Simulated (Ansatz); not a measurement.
**Li2RuS2, from a guessed structure to a relaxed one**

Starting from a made-up structure for Li2RuS2, the aim is the relaxed cell, its shortest contacts and, where a second run follows, its electronic structure.

Main program and level: Ansatz 0.2.0; DFT, PBE, plane-wave PAW, files of the set soft_1, scalar-relativistic, no spin, cell and ions relaxed at zero pressure; PAW set soft_1.

**1. The starting structure**

The structure is trigonal, space group P3m1 (No. 156). Conventional cell: a = 3.898 Å, b = 3.898 Å, c = 6.220 Å, α = 90.00°, β = 90.00°, γ = 120.00°. Nearest to Ru lie 4 S at 2.31 to 2.40 Å. Nearest to S lie 1 Ru at 2.31 Å and 6 Li at 2.33 to 2.62 Å. Nearest to S lie 3 Ru at 2.40 Å and 4 Li at 2.53 to 2.85 Å. Li has 6 S at 2.62 to 2.85 Å nearest. Nearest to Li lie 4 S at 2.33 to 2.53 Å. Farther neighbours and most contacts between anions are not listed.

**2. Relaxing cell and atoms**

The guess takes its coordinates from another compound and its volume from a rule, so the cell and any free coordinates are relaxed together.

The input, input.yaml:

```yaml
crystal:
  lattice:
    - [3.898, 0.0, 0.0]
    - [-1.949, 3.375767024, 0.0]
    - [0.0, 0.0, 6.22]
  atoms:
    - { symbol: Ru, position: [0.333333333, 0.666666667, 0.6194] }
    - { symbol: S, position: [0.333333333, 0.666666667, 0.2473] }
    - { symbol: S, position: [0.0, 0.0, 0.7524] }
    - { symbol: Li, position: [0.666666667, 0.333333333, 0.0329] }
    - { symbol: Li, position: [0.0, 0.0, 0.3463] }
kpoints:
  mp_grid: { grid: [8, 8, 5] }
scf:
  occupations: { method: fermi_dirac, width: 0.05 }
hamiltonian:
  xc: pbe
  pseudopotentials: { kind: paw, azcp: { folder: soft_1 } }
relax:
  f_tol: 0.015
  max_steps: 70
  cell: {}
output:
  forces: true
  stress: true
```

On the command line:

```console
$ ansatz run input.yaml --threads 4 --pin off --max-ram 10240MiB --backend cpu --events-out ev --progress --plain --runs-dir out
```

Numbers of over 12 decimals in the logs are rounded to 6 here.

The log of the run:

```text
Engine: ansatz 0.2.0, aarch64-unknown-linux-gnu
Pseudopotentials: kind: paw
Pseudopotential: Ru, paw, valence charge 16, recommended cutoff 420 eV (normal), soft_1/Ru.paw.azcp
Pseudopotential: S, paw, valence charge 6, recommended cutoff 420 eV (normal), soft_1/S.paw.azcp
Pseudopotential: Li, paw, valence charge 3, recommended cutoff 420 eV (normal), soft_1/Li.paw.azcp
Functional definition: PBE
  parameter kappa = 0.804
  parameter beta = 0.066725
  exchange = pbe_x(kappa = kappa, mu = beta*pi^2/3)
  correlation = pbe_c(beta = beta)
Crystal: 5 atoms, lattice volume = 81.847 Å³
Basis set: ecut = 420 eV, 1617 PW (Γ), exchange–correlation on 54×54×90 points (8 copies of the dense FFT grid, shifted against one another)
Bands: 22, of which v1, the nominal top of the filled ones, is band 17 counted from 1 (16 counted from 0)
Symmetry: 6 space group operations
Space group: P3m1 (ITA 156), of the structure as read, at distance tolerance 4.3e-5 Å
k-points: 40 of 320 (time reversal used)
Non-local potential: Ru, projectors of the file, l = 0: 3, l = 1: 2, l = 2: 2, l = 3: 1
Non-local potential: S, projectors of the file, l = 0: 2, l = 1: 2, l = 2: 1
Non-local potential: Li, projectors of the file, l = 0: 3, l = 1: 2, l = 2: 1
PAW form: soft (Blöchl's): semilocal exchange-correlation on the pseudo side does not see the compensation charge
PAW one-centre angular grid: Ru, 590 points (default); XC on 64 Gauss nodes
PAW one-centre angular grid: S, 110 points (default); XC on 64 Gauss nodes
PAW one-centre angular grid: Li, 110 points (default); XC on 96 Gauss nodes
Initial density: superposition of atomic densities (chi_scale 0.1, normalization cell, long waves kept (reshape's long-wave potential 0.03 eV rms))
Initial wavefunctions: pseudopotential atomic-orbital guess
Functional: x = pbe(κ = 0.804, μ = 0.219515), c = pbe(β = 0.066725)
SCF iter   1: F=—  HF=-8096.684443 eV  |F-HF|=—  |Δ(HF+E_count)|=         —  Δρ=5.16e-2  dr2=4.33e0  ethr=3.10e-3  ⟨swp⟩=6.3  Hψ=4562  notcnv=0
preconditioner: auto → Kerker (q_TF=auto, 2.357 Å⁻¹)  [metal: Δε(μ)=0.076 eV  Ē_g=8.199 eV  σ=0.050 eV  W_gap=0.34  n_scr=22 (ndim 8)  ℏωp=19.3 eV  f_vac=0.000  D(μ)=1.75/eV (n_scr^D=8)]
SCF iter   2: F=—  HF=-8096.111908 eV  |F-HF|=—  |Δ(HF+E_count)|=   5.73e-1  Δρ=2.87e-2  dr2=1.80e0  ethr=3.10e-3  ⟨swp⟩=2.0  Hψ=1376  notcnv=0  defer=6
SCF iter   3: F=—  HF=-8095.723126 eV  |F-HF|=—  |Δ(HF+E_count)|=   3.89e-1  Δρ=6.86e-3  dr2=2.05e-1  ethr=3.10e-3  ⟨swp⟩=3.0  Hψ=1577  notcnv=0  defer=6
SCF iter   4: F=—  HF=-8095.668894 eV  |F-HF|=—  |Δ(HF+E_count)|=   5.42e-2  Δρ=3.20e-3  dr2=2.44e-2  ethr=6.02e-4  ⟨swp⟩=3.0  Hψ=1442  notcnv=0  defer=4
SCF iter   5: F=—  HF=-8095.664820 eV  |F-HF|=—  |Δ(HF+E_count)|=   4.07e-3  Δρ=1.00e-3  dr2=1.36e-3  ethr=7.19e-5  ⟨swp⟩=3.0  Hψ=1578  notcnv=0  defer=4
SCF iter   6: F=—  HF=-8095.665345 eV  |F-HF|=—  |Δ(HF+E_count)|=   5.25e-4  Δρ=3.08e-4  dr2=1.07e-4  ethr=4.01e-6  ⟨swp⟩=2.3  Hψ=1266  notcnv=0  defer=4
SCF iter   7: F=—  HF=-8095.665412 eV  |F-HF|=—  |Δ(HF+E_count)|=   6.70e-5  Δρ=1.11e-4  dr2=1.30e-5  ethr=3.15e-7  ⟨swp⟩=2.0  Hψ=1264  notcnv=0  defer=4
SCF iter   8: F=—  HF=-8095.665418 eV  |F-HF|=—  |Δ(HF+E_count)|=   5.96e-6  Δρ=3.66e-5  dr2=1.37e-6  ethr=3.83e-8  ⟨swp⟩=2.1  Hψ=1259  notcnv=0  defer=4
SCF iter   9: F=—  HF=-8095.665419 eV  |F-HF|=—  |Δ(HF+E_count)|=   7.65e-7  Δρ=1.17e-5  dr2=1.16e-7  ethr=4.04e-9  ⟨swp⟩=2.1  Hψ=1281  notcnv=0  defer=4
SCF iter  10: F=-8095.665419 eV  HF=-8095.665419 eV  |F-HF|=2.09e-10  |Δ(HF+E_count)|=   4.54e-8  Δρ=3.55e-6  dr2=1.74e-8  ethr=2.94e-10  ⟨swp⟩=4.6  Hψ=2857  notcnv=0
SCF 1 converged in 10 iterations: F = -8095.665419 eV  dr2 = 1.74e-8
  greatest PAW one-centre occupation: 1.000 electrons in one spin orbital (limit 2), on the Li atom at site 4 (counted from 0), in its partial waves of l = 0
relax step   1: F+E_penalty+E_count = -8095.66541899 eV  Δ(F+E_penalty+E_count) = +0.000e0 eV  max|allowed force component| = 1.726e0 eV/Å  Δτ_max = 0.0000 Å  P = -4.351 GPa  Ω = 81.847 Å³  (10 SCF iters, dr2 threshold 1.00e-7 eV, accepted)
Crystal: 5 atoms, lattice volume = 77.317 Å³
Basis set: ecut = 420 eV, 1485 PW (Γ), exchange–correlation on 54×54×90 points (8 copies of the dense FFT grid, shifted against one another)
Initial density: handed on by an earlier stage of this run
Initial wavefunctions: those handed on with the density
iter 1 solved again at ethr=2.29e-4 eV; its pass at ethr=3.10e-3 eV (dr2=7.79e-2 eV) is discarded
SCF iter   1: F=—  HF=-8095.879004 eV  |F-HF|=—  |Δ(HF+E_count)|=         —  Δρ=1.14e-2  dr2=7.97e-2  ethr=2.29e-4  ⟨swp⟩=1.4  Hψ=5159  notcnv=0
preconditioner: auto → Kerker (q_TF=auto, 2.379 Å⁻¹)  [metal: Δε(μ)=0.093 eV  Ē_g=8.547 eV  σ=0.050 eV  W_gap=0.39  n_scr=22 (ndim 8)  ℏωp=19.8 eV  f_vac=0.000  D(μ)=1.71/eV (n_scr^D=8)]
SCF iter   2: F=—  HF=-8095.871547 eV  |F-HF|=—  |Δ(HF+E_count)|=   7.46e-3  Δρ=5.79e-3  dr2=2.56e-2  ethr=2.29e-4  ⟨swp⟩=1.9  Hψ=939  notcnv=0
SCF iter   3: F=—  HF=-8095.868783 eV  |F-HF|=—  |Δ(HF+E_count)|=   2.76e-3  Δρ=8.28e-4  dr2=2.39e-3  ethr=7.53e-5  ⟨swp⟩=1.3  Hψ=918  notcnv=0
SCF iter   4: F=—  HF=-8095.868391 eV  |F-HF|=—  |Δ(HF+E_count)|=   3.92e-4  Δρ=3.67e-4  dr2=3.77e-4  ethr=7.04e-6  ⟨swp⟩=2.3  Hψ=1218  notcnv=0
SCF iter   5: F=—  HF=-8095.868296 eV  |F-HF|=—  |Δ(HF+E_count)|=   9.54e-5  Δρ=1.12e-4  dr2=2.19e-5  ethr=1.11e-6  ⟨swp⟩=2.4  Hψ=1241  notcnv=0
SCF iter   6: F=—  HF=-8095.868295 eV  |F-HF|=—  |Δ(HF+E_count)|=   8.94e-7  Δρ=3.64e-5  dr2=1.93e-6  ethr=6.45e-8  ⟨swp⟩=2.2  Hψ=1208  notcnv=0
SCF iter   7: F=-8095.868295 eV  HF=-8095.868295 eV  |F-HF|=1.09e-8  |Δ(HF+E_count)|=   5.16e-7  Δρ=1.29e-5  dr2=2.60e-7  ethr=1.47e-9  ⟨swp⟩=5.0  Hψ=3142  notcnv=0
SCF 2 converged in 7 iterations: F = -8095.868295 eV  dr2 = 2.60e-7
relax step   2: F+E_penalty+E_count = -8095.86829544 eV  Δ(F+E_penalty+E_count) = -2.029e-1 eV  max|allowed force component| = 7.774e-1 eV/Å  Δτ_max = 0.0798 Å  P = -0.999 GPa  Ω = 77.317 Å³  energy of the carried Pulay correction = +1.288e-3 eV  (7 SCF iters, dr2 threshold 5.00e-7 eV, accepted)
Crystal: 5 atoms, lattice volume = 76.575 Å³
iter 1 solved again at ethr=1.06e-4 eV; its pass at ethr=3.10e-3 eV (dr2=3.61e-2 eV) is discarded
SCF iter   1: F=—  HF=-8095.915791 eV  |F-HF|=—  |Δ(HF+E_count)|=         —  Δρ=7.11e-3  dr2=3.62e-2  ethr=1.06e-4  ⟨swp⟩=1.0  Hψ=5021  notcnv=0
preconditioner: auto → Kerker (q_TF=auto, 2.383 Å⁻¹)  [metal: Δε(μ)=0.104 eV  Ē_g=8.647 eV  σ=0.050 eV  W_gap=0.48  n_scr=22 (ndim 8)  ℏωp=19.9 eV  f_vac=0.000  D(μ)=1.97/eV (n_scr^D=10)]
SCF iter   2: F=—  HF=-8095.912182 eV  |F-HF|=—  |Δ(HF+E_count)|=   3.61e-3  Δρ=3.75e-3  dr2=1.48e-2  ethr=1.06e-4  ⟨swp⟩=1.0  Hψ=880  notcnv=0
SCF iter   3: F=—  HF=-8095.909657 eV  |F-HF|=—  |Δ(HF+E_count)|=   2.53e-3  Δρ=6.46e-4  dr2=1.96e-3  ethr=4.36e-5  ⟨swp⟩=1.8  Hψ=1083  notcnv=0
SCF iter   4: F=—  HF=-8095.909205 eV  |F-HF|=—  |Δ(HF+E_count)|=   4.52e-4  Δρ=3.41e-4  dr2=3.51e-4  ethr=5.76e-6  ⟨swp⟩=1.6  Hψ=981  notcnv=0
SCF iter   5: F=—  HF=-8095.909102 eV  |F-HF|=—  |Δ(HF+E_count)|=   1.03e-4  Δρ=1.09e-4  dr2=1.42e-5  ethr=1.03e-6  ⟨swp⟩=2.1  Hψ=1209  notcnv=0
SCF iter   6: F=—  HF=-8095.909104 eV  |F-HF|=—  |Δ(HF+E_count)|=   2.33e-6  Δρ=3.41e-5  dr2=1.63e-6  ethr=4.18e-8  ⟨swp⟩=2.1  Hψ=1267  notcnv=0
SCF iter   7: F=-8095.909105 eV  HF=-8095.909105 eV  |F-HF|=5.36e-8  |Δ(HF+E_count)|=   3.26e-7  Δρ=1.23e-5  dr2=2.32e-7  ethr=1.47e-9  ⟨swp⟩=5.0  Hψ=3147  notcnv=0
SCF 3 converged in 7 iterations: F = -8095.909105 eV  dr2 = 2.32e-7
relax step   3: F+E_penalty+E_count = -8095.90910453 eV  Δ(F+E_penalty+E_count) = -4.081e-2 eV  max|allowed force component| = 1.270e-1 eV/Å  Δτ_max = 0.0519 Å  P = +0.463 GPa  Ω = 76.575 Å³  energy of the carried Pulay correction = +1.506e-3 eV  (7 SCF iters, dr2 threshold 5.00e-7 eV, accepted)
[...]
relax step   4: F+E_penalty+E_count = -8095.91067437 eV  Δ(F+E_penalty+E_count) = -1.570e-3 eV  max|allowed force component| = 2.940e-2 eV/Å  Δτ_max = 0.0198 Å  P = -0.127 GPa  Ω = 76.980 Å³  energy of the carried Pulay correction = +1.387e-3 eV  (6 SCF iters, dr2 threshold 5.00e-7 eV, accepted)
[...]
relax step   5: F+E_penalty+E_count = -8095.91096822 eV  Δ(F+E_penalty+E_count) = -2.938e-4 eV  max|allowed force component| = 8.698e-3 eV/Å  Δτ_max = 0.0070 Å  P = -0.025 GPa  Ω = 77.010 Å³  energy of the carried Pulay correction = +1.378e-3 eV  (6 SCF iters, dr2 threshold 5.40e-8 eV, accepted)
[...]
relax step   6: F+E_penalty+E_count = -8095.91104006 eV  Δ(F+E_penalty+E_count) = -7.184e-5 eV  max|allowed force component| = 5.187e-3 eV/Å  Δτ_max = 0.0040 Å  P = +0.013 GPa  Ω = 76.984 Å³  energy of the carried Pulay correction = +1.385e-3 eV  (7 SCF iters, dr2 threshold 7.32e-9 eV, accepted)
Initial wavefunctions: pseudopotential atomic-orbital guess (no wavefunctions were taken with the density)
iter 1 solved again at ethr=1.24e-6 eV; its pass at ethr=3.10e-3 eV (dr2=4.21e-4 eV) is discarded
SCF iter   1: F=—  HF=-8095.909671 eV  |F-HF|=—  |Δ(HF+E_count)|=         —  Δρ=7.87e-5  dr2=8.23e-7  ethr=1.24e-6  ⟨swp⟩=3.4  Hψ=6951  notcnv=0
eigensolver tolerance schedule: the retry pair's looser diagonalisation over-reported the residual by 511.26 of it (diagonalisation noise at 0.26 of the residual, at the tolerance the schedule requests for it); recorded, not acted on — ethr = c·dr2/N_el stays at c = 1.0e-1
preconditioner: auto → Kerker (q_TF=auto, 2.381 Å⁻¹)  [metal: Δε(μ)=0.108 eV  Ē_g=8.613 eV  σ=0.050 eV  W_gap=0.49  n_scr=22 (ndim 8)  ℏωp=19.9 eV  f_vac=0.000  D(μ)=1.97/eV (n_scr^D=10)]
SCF iter   2: F=—  HF=-8095.909650 eV  |F-HF|=—  |Δ(HF+E_count)|=   2.02e-5  Δρ=3.96e-5  dr2=1.58e-7  ethr=2.42e-9  ⟨swp⟩=3.0  Hψ=1625  notcnv=0
SCF iter   3: F=—  HF=-8095.909651 eV  |F-HF|=—  |Δ(HF+E_count)|=   6.79e-7  Δρ=7.09e-6  dr2=8.09e-9  ethr=4.65e-10  ⟨swp⟩=2.0  Hψ=1520  notcnv=0
SCF iter   4: F=—  HF=-8095.909651 eV  |F-HF|=—  |Δ(HF+E_count)|=   2.50e-8  Δρ=5.65e-7  dr2=1.03e-9  ethr=2.38e-11  ⟨swp⟩=2.0  Hψ=1387  notcnv=0
SCF iter   5: F=—  HF=-8095.909651 eV  |F-HF|=—  |Δ(HF+E_count)|=  1.40e-10  Δρ=2.56e-7  dr2=2.69e-10  ethr=3.02e-12  ⟨swp⟩=1.0  Hψ=891  notcnv=0
SCF iter   6: F=-8095.909651 eV  HF=-8095.909651 eV  |F-HF|=7.28e-12  |Δ(HF+E_count)|=  5.64e-11  Δρ=9.07e-8  dr2=1.35e-11  ethr=1.00e-12  ⟨swp⟩=3.8  Hψ=3536  notcnv=0
SCF 7 converged in 6 iterations: F = -8095.909651 eV  dr2 = 1.35e-11
relax step   7: F+E_penalty+E_count = -8095.90965115 eV  Δ(F+E_penalty+E_count) = +1.389e-3 eV  max|allowed force component| = 5.663e-3 eV/Å  Δτ_max = 0.0000 Å  P = +0.012 GPa  Ω = 76.984 Å³  stress off target by 3.85e-2 GPa  SCF on the basis re-selected at this cell (its energy is not comparable with the rows above)  (6 SCF iters)
basis re-selected at this cell: Δ(F+E_penalty+E_count) = +1.389e-3 eV, ΔP = -0.001 GPa vs the last step (what re-selecting the basis moved, of the pressure what is left beyond the Pulay correction that the steps carried, after the strain that the cell walked since its last selection, with what the two solves' SCF thresholds leave and, on support functions, any second-order correction that the steps lacked; it is no m [...]
SCF converged after 6 iterations
Free energy (F): -8095.909651 eV
Harris-Foulkes:  -8095.909651 eV  (|F-HF|=7.28e-12)
Internal energy: -8095.892573 eV  (E = F + TS)
E sigma→0 (E₀):  -8095.901112 eV
Entropy (-TS):   -0.017078 eV (-3.416 meV/atom)
Fermi energy:    8.541303 eV
--- Per-component energies (eV) ---
  E_band       = -412.571818
  E_kinetic    = 709.098608
  E_local      = -3024.727976  (includes V_loc(G=0)·N_el)
  E_nonlocal   = 446.131774
  E_hartree    = 1102.566488
  E_xc         = -366.444695
  E_vxc        = -404.464700  (∫ρ·V_xc dr)
  E_paw        = -4768.855080  (= ΣΔE_a)
  E_vpaw       = -343.743790  (= ΣTr[D̂ρ^β])
  E_aug_tail   = 0.001172  (compensation charges beyond the density's cutoff)
  E_ewald      = -2193.662863
  E_smearing   = -0.017078  (= −TS)
  E_closure    = -0.000000  (closes the sum)
  Σ components = -8095.909651   (vs F -8095.909651, Δ=0.00e0)
--- Forces (eV/Å), atoms counted from 1 ---
  atom   1  Ru     0.00000000    -0.00000000    -0.00263508
  atom   2  S      0.00000000    -0.00000000     0.00048474
  atom   3  S     -0.00000000     0.00000000     0.00566342
  atom   4  Li     0.00000000     0.00000000     0.00170695
  atom   5  Li    -0.00000000    -0.00000000    -0.00521815
  max |Σ_I F_I| component: 1.88e-6 eV/Å
--- Stress (GPa, compression-positive) ---
       -0.001349       0.000000      -0.000000
        0.000000      -0.001349      -0.000000
       -0.000000      -0.000000       0.038510
  P = ⅓ Tr σ = 0.0119 GPa (0.119 kbar)
--- Relaxed structure (6 steps of the walk, 6 accepted, 1 SCFs on fresh bases) ---
  F+E_penalty+E_count = -8095.90965115 eV   max|allowed force component| = 5.663e-3 eV/Å   (the final SCF, on the basis selected at the relaxed cell)
  cell:  # Å, volume = 76.9838 Å³
    - [3.799533, 0, -5.0921800873583306e-18]
    - [-1.899767, 3.290492, 2.5460900436791587e-18]
    - [-8.12554133995446e-18, 0, 6.157558]
  atoms:
    - { symbol: Ru, position: [0.333333, 0.666667, 0.637963] }
    - { symbol: S, position: [0.333333, 0.666667, 0.240047] }
    - { symbol: S, position: [6.707111364673272e-18, -7.401486829111082e-18, 0.740641] }
    - { symbol: Li, position: [0.666667, 0.333333, 0.035639] }
    - { symbol: Li, position: [7.266280473419114e-18, -7.401486829111082e-18, 0.344010] }
```

Run time: 16 s. Hardware: 4 threads of Arm Neoverse V1, shared host; peak memory 0.45 GiB.

The steps of the relaxation:

```
step  energy less that of the first step (eV)  largest force component (eV/Å)  pressure (GPa)  volume (Å³)
   1                                   0.0000                          1.7261           -4.35        81.85
   2                                  -0.2029                          0.7774           -1.00        77.32
   3                                  -0.2437                          0.1270            0.46        76.57
   4                                  -0.2453                          0.0294           -0.13        76.98
   5                                  -0.2455                          0.0087           -0.02        77.01
   6                                  -0.2456                          0.0052            0.01        76.98
  7*                                  -0.2442                          0.0057            0.01        76.98
```

Relaxation steps marked * repeat the geometry before them on a plane-wave basis chosen anew for their cell, so energy and pressure can jump there.

The run keeps the 6 symmetry operations that it works with, so distortions that break them were not tested.

```
conventional cell, symmetrised  before  after  change
                         a (Å)   3.898  3.800  -2.5 %
                         b (Å)   3.898  3.800  -2.5 %
                         c (Å)   6.220  6.158  -1.0 %
              volume (Å³/atom)   16.37  15.40  -5.9 %
```

The atoms that moved most (Å, as changes of fractional coordinates times the final cell):

```
atom     dx     dy      dz  length
 Ru1  0.000  0.000   0.114   0.114
  S3  0.000  0.000  -0.072   0.072
  S2  0.000  0.000  -0.045   0.045
 Li4  0.000  0.000   0.017   0.017
 Li5  0.000  0.000  -0.014   0.014
```

The relaxed structure:

```cif
data_structure
_symmetry_space_group_name_H-M 'P 1'
_symmetry_Int_Tables_number 1
_cell_length_a 3.7995
_cell_length_b 3.7995
_cell_length_c 6.1576
_cell_angle_alpha 90.000
_cell_angle_beta 90.000
_cell_angle_gamma 120.000
_cell_volume 76.98
loop_
_atom_site_label
_atom_site_type_symbol
_atom_site_fract_x
_atom_site_fract_y
_atom_site_fract_z
_atom_site_occupancy
Ru1 Ru 0.33333 0.66667 0.63796 1
S2 S 0.33333 0.66667 0.24005 1
S3 S 0.00000 0.00000 0.74064 1
Li4 Li 0.66667 0.33333 0.03564 1
Li5 Li 0.00000 0.00000 0.34401 1
```

This step gave:

```
free energy             : -8095.9097 eV
energy at zero smearing : -8095.9011 eV
smearing term TS        : 0.01708 eV
Fermi energy            : 8.541 eV
electrons               : 34
symmetry operations     : 6
pressure                : 0.01194 GPa
```

Shortest distances by pair of elements, guess and relaxed (not always the same contact):

```
 pair  guess (Å)  relaxed (Å)
 Ru–S      2.314        2.283
 Li–S      2.333        2.285
Li–Ru      2.820        2.844
Li–Li      2.977        2.901
  S–S      3.813        3.777
```

The relaxation ends with a largest force component of 0.0057 eV/Å and a pressure of 0.01 GPa.

**3. What came out**

```
space group, relaxed : P3m1
conventional cell    : a = 3.800, b = 3.800, c = 6.158 Å; α = 90.0°, β = 90.0°, γ = 120.0°
volume per atom      : 15.40 Å³ (guess 16.37)
```

Li2RuS2 relaxes to P3m1 with a = 3.800, b = 3.800 and c = 6.158 Å. The guessed volume was 6 % too large. The space group P3m1 was held in the relaxation, so the end point is a stationary structure within it and may be a saddle against distortions or other arrangements. Mesh and cutoff weren't tested. No dispersion term is used, so weakly bound directions may come out too long. The runs have no spin, and magnetism wasn't tested. Nothing here tests whether the compound is stable against decomposition.

[Logs are printed without paths, hosts, clocks, repeated set-up lines and the standing remarks that a program may print on its own settings, such as how far it seeks lower states.]

[Hosts, paths, dates, database ids (printed as entryN), source tags and the programs' standing remarks are cut or masked in the printed files.]
